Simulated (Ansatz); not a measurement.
# What MgSiS3 (model cell, started as cubic perovskite with Si in the octahedra) distorts into, part 3 of 3

Aim: this structure of MgSiS3 (model cell, started as cubic perovskite with Si in the octahedra) is to be tested for unstable modes, and one is followed downhill.

Ansatz 0.2.0; DFT LDA, scalar-relativistic, plane waves, PAW; PAW set soft_1.

So far. Step 5 (Energy along the mode, all amplitudes (two of the runs …): The lowest of the steps tried is the last one, at 0.6 Å, 288 meV/atom below the parent; the bottom of the well need not coincide with a step. Step 7 (The new phase in its own primitive cell): The largest force component left is 0.43 meV/Å and the pressure is -0.003 GPa, within the tolerances set. The cell now holds 16.99 Å³/atom. The relaxed cell has a, b, c = 6.369, 8.987, 5.937 Å (conventional setting).

The structure was built from a prototype and need not be the compound's stable phase.

## 8. Modes of the new phase

A relaxed structure may still be a saddle point, so its zone-centre modes are computed. No field response is asked, since the mesh shows no gap.

input.yaml

```yaml
crystal:
  lattice:
    - [-3.1843006975, 4.4937358864, 2.9683261292]
    - [3.1843006975, -4.4937358864, 2.9683261292]
    - [3.1843006975, 4.4937358864, -2.9683261292]
  atoms:
    - { symbol: Mg, position: [0.7058754269, 0.9558754269, 0.75] }
    - { symbol: Mg, position: [0.2941245731, 0.0441245731, 0.25] }
    - { symbol: Si, position: [0.5, 0.5, 0.0] }
    - { symbol: Si, position: [0.0, 0.5, 0.5] }
    - { symbol: S, position: [0.8795820581, 0.6295820581, 0.25] }
    - { symbol: S, position: [0.1204179419, 0.3704179419, 0.75] }
    - { symbol: S, position: [0.6745010679, 0.0, 0.1745010679] }
    - { symbol: S, position: [0.3254989321, 0.0, 0.8254989321] }
    - { symbol: S, position: [0.3254989321, 0.5, 0.3254989321] }
    - { symbol: S, position: [0.6745010679, 0.5, 0.6745010679] }
kpoints:
  mp_grid: { grid: [8, 8, 8] }
hamiltonian:
  xc: lda
  pseudopotentials: { kind: paw, azcp: { folder: soft_1 }, xc_functional: pbe }
scf:
  occupations: { method: methfessel_paxton, width: 0.2 }
output:
  eigenvalues: true
phonons:
  method: dfpt
```

Started as:

```
$ ansatz run input.yaml --threads 4 --pin off --max-ram 16384MiB --backend cpu --events-out ev --progress --plain --runs-dir out
```

Numbers of over 12 decimals in the logs are rounded to 6 here.

The program printed:

```text
[...]
Crystal: 10 atoms, lattice volume = 169.900 Å³
Basis set: ecut = 420 eV, 3325 PW (Γ), exchange–correlation on 96×96×96 points (8 copies of the dense FFT grid, shifted against one another)
Bands: 42, of which v1, the nominal top of the filled ones, is band 32 counted from 1 (31 counted from 0)
Symmetry: 8 space group operations
k-points: 260 of 512 (irreducible under 1 space group operation, time reversal used)
[...]
SCF iter   1: F=—  HF=-10245.949798 eV  |F-HF|=—  |Δ(HF+E_count)|=         —  Δρ=4.38e-2  dr2=3.65e0  ethr=3.10e-3  ⟨swp⟩=9.1  Hψ=59579  notcnv=0
[...]
SCF iter  13: F=-10244.819637 eV  HF=-10244.819637 eV  |F-HF|=3.64e-12  |Δ(HF+E_count)|=    0.00e0  S|Δr|=    0.00e0  Δρ=2.32e-8  dr2=7.35e-13  ethr=1.00e-12  ⟨swp⟩=17.1  Hψ=69093  notcnv=0
SCF 1 converged in 13 iterations: F = -10244.819637 eV  dr2 = 7.35e-13
[...]
DFPT response loops at Γ: preconditioner auto → Kerker (q_TF=auto, 2.319 Å⁻¹) (partly filled bands, converged f_vac=0.000); β = 1.00, the filter's whole step (`scf.mixing.beta` (0.50) is not read by the response loops under this deck's `scf.mixing.preconditioner`; to damp them name `kerker` or `kerker_dos`, under which they read `scf.mixing.beta`, and type it under 1.00, their step now; both keys bind the ground state too); Broyden in place of MSR1
SCF converged after 13 iterations
[...]
Free energy (F): -10244.819637 eV
[...]
Internal energy: -10244.821077 eV  (E = F + TS)
E sigma→0 (E₀):  -10244.819997 eV
Entropy (-TS):   0.001440 eV (0.144 meV/atom)
Fermi energy:    7.657842 eV
[...]
--- Band table (eV; the first three rows and the last of 260) ---
  k-point 0: bands = [... 28 lower, 6.3185, 6.8204, 7.3894, 7.4686, 8.0367, 9.5561, 10.4389, 10.9442, ... 6 higher]
  k-point 1: bands = [... 28 lower, 6.6241, 6.6384, 7.1062, 7.3831, 8.3304, 9.7567, 10.6497, 11.2053, ... 6 higher]
  k-point 2: bands = [... 28 lower, 6.2064, 6.7511, 6.8440, 7.2157, 8.5456, 10.0484, 10.9304, 11.2147, ... 6 higher]
  k-point 259: bands = [... 28 lower, 5.8968, 6.4277, 6.4736, 7.6164, 7.6218, 9.0994, 10.2334, 10.7998, ... 6 higher]
--- Phonons (Γ-DFPT): 12 representative perturbations + reference, on 260 of 512 k-points (Σ response iterations 36) ---
  k mesh reduced under 1 symmetry operation, with k and −k counted as one. Each operation leaves every solved perturbation unchanged. A smaller set is not used because it would not reduce the number of displacements times k-points to solve
  ASR residual: 1.997e-5 → 0.000e0 eV/Å²; symmetrization residual: 7.427e-6 eV/Å²
  ASR residual per site (eV/Å²): 1.60e-5 1.60e-5 1.50e-5 1.50e-5 1.23e-5 1.23e-5 2.00e-5 2.00e-5 2.00e-5 2.00e-5
  Γ frequencies (cm⁻¹): -94.98 -88.11 0.00 0.00 0.00 37.38 121.56 123.89 160.49 166.40 195.75 203.30 216.23 225.71 228.90 232.08 253.05 259.76 273.30 285.48 289.92 298.42 304.23 344.59 348.29 356.72 374.83 379.60 413.64 425.87
  non-analytic LO–TO correction: not included (Born effective charges unavailable; polar crystals: no LO–TO splitting at Γ)
```

The job ended after 11 min (4 threads of Arm Neoverse V1, shared host; peak memory 4.8 GiB).

Numbers from this step:

* sum-rule residual before enforcement: 2.00e-5 eV/Å²
* point group: mmm
* highest optical mode at the zone centre (no LO-TO term): 425.9 cm⁻¹
* lowest optical zone-centre mode: -94.98 cm⁻¹

Patterns of degenerate modes are one choice out of their space. Modes at Γ, with each element's share of the kinetic energy (negative means imaginary):

```
mode  frequency (cm⁻¹)  symmetry  Mg %  Si %  S %
   1             -95.0       B3u    21     2   77
   2             -88.1       B1g     0     0  100
   3               0.0  acoustic    16    19   65
   4               0.0  acoustic    16    19   65
   5               0.0  acoustic    16    19   65
   6              37.4       B2u     4    86   10
   7             121.6       B3u    19    49   32
   8             123.9       B2g    33     0   67
   9             160.5       B3g    66     0   34
  10             166.4       B2g    45     0   55
  11             195.8       B1u    22    54   24
  12             203.3        Ag    54     0   46
  13             216.2        Au     0     3   97
  14             225.7       B3g    13     0   87
  15             228.9       B1u     0    24   76
  16             232.1       B2u    59     1   40
  17             253.1       B1g     0     0  100
  18             259.8       B3u    44     1   55
  19             273.3        Ag     9     0   91
  20             285.5       B1u    35    47   18
  21             289.9       B2g    22     0   78
  22             298.4       B2u    20     1   79
  23             304.2       B3g    20     0   80
  24             344.6       B1u    22    39   38
  25             348.3       B3u     0    28   72
  26             356.7        Ag    37     0   63
  27             374.8        Au     0    97    3
  28             379.6       B3g     1     0   99
  29             413.6       B1u     5    16   79
  30             425.9       B2u     1    93    6
```

Displacements in mode 1 (-95.0 cm⁻¹), the largest set to 1:
```
Mg1 -0.63  0.00  0.00
Mg2 -0.63  0.00  0.00
Si3 -0.20  0.00  0.00
Si4 -0.20  0.00  0.00
S5   1.00  0.00  0.00
S6   1.00  0.00  0.00
S7  -0.18  0.00  0.15
S8  -0.18  0.00  0.15
S9  -0.18  0.00 -0.15
S10 -0.18  0.00 -0.15
```

Displacements in mode 20 (285.5 cm⁻¹), the largest set to 1:
```
Mg1  0.00  0.00  0.93
Mg2  0.00  0.00  0.93
Si3  0.00 -1.00 -0.16
Si4  0.00  1.00 -0.16
S5   0.00  0.00  0.17
S6   0.00  0.00  0.17
S7   0.16  0.00 -0.36
S8   0.16  0.00 -0.36
S9  -0.16  0.00 -0.36
S10 -0.16  0.00 -0.36
```

Before it was imposed, the acoustic sum rule was missed by 2.0e-5 eV/Å². Small misses are needed for a sound result but don't prove that mesh and cutoff are converged. The lowest optical mode is imaginary, 95.0i cm⁻¹, so the energy falls along it.

## 9. The phases reached

The phases reached along the modes that were followed are set side by side.

Energies are those of the first relaxation, on the mesh of the frozen mode; space group, volume and gap are those of the last relaxation. Phases, by row:

```
                   mode frozen in  space group  energy from parent (meV/atom)  volume (Å³/atom)  gap on mesh (eV)  lowest zone-centre optical mode (cm⁻¹)  largest shift (Å)
                           parent        Pm-3m                              0             17.84                 0                                       –                  –
      q = (0, 0, -0.5), 264i cm⁻¹     P4_2/mmc                         -157.3             17.77                 0                                  -128.3              0.632
q = (-0.5, -0.5, -0.5), 238i cm⁻¹       I4/mcm                         -272.9             16.98                 0                                  -223.9              0.697
q = (-0.5, -0.5, -0.5), 238i cm⁻¹         R-3c                         -445.6             16.76               0.8                                  -187.3              0.697
q = (-0.5, -0.5, -0.5), 238i cm⁻¹         Imma                         -431.1             16.99                 0                                     -95              0.769
```

## 10. What came out

```json
{
  "unstable mode of the parent": "q = (-0.5, -0.5, -0.5), 238i cm⁻¹",
  "depth at the lowest point sampled": "288 meV/atom",
  "largest atomic shift at that point": "0.6 Å",
  "space group reached (within 0.01 Å)": "Imma",
  "energy gained over the parent (first relaxation, on the mesh of the frozen mode)": "431 meV/atom",
  "volume per atom, phase reached": "17.0 Å³",
  "lowest optical zone-centre mode, phase reached": "-95.0 cm⁻¹",
  "highest optical mode at the zone centre (no LO-TO term), phase reached": "426 cm⁻¹"
}
```

In words: Along this mode the structure falls into Imma, 431 meV/atom below the parent. At the parent's cell the well is 287.6 meV/atom deep on the steps tried, with its lowest point at a shift of 0.6 Å. That is the last step tried, so the steps alone don't bracket the bottom of the well. Relaxing atoms and cell changes the gain by +143.41 meV/atom against the lowest step (energies at zero smearing). The new phase still has an imaginary mode at the zone centre of its cell, so it is a saddle point on the way to a lower structure. Of the 4 patterns followed to their end from this parent, this one ends 14.6 meV/atom above the lowest, R-3c. Each path keeps the symmetry of its pattern, so a lower phase may lie along a pattern not tried. With no gap, or one that is small against the smearing, the frequencies hang on the k mesh and the smearing, most of all near Kohn anomalies. A semilocal functional can close a gap that the real compound would have, so the metallic treatment may be an artefact of the level. The PAW files were made for PBE and serve the other functionals too. A phonon run warned that its eigensolver left some bands unconverged in a pass. The starting cell was built on a prototype and not taken from a measurement, so the phase need not exist.

[Logs are printed without paths, hosts, clocks, repeated set-up lines and the standing remarks that a program may print on its own settings, such as how far it seeks lower states.]

[Hosts, paths, dates, database ids (printed as entryN), source tags and the programs' standing remarks are cut or masked in the printed files.]
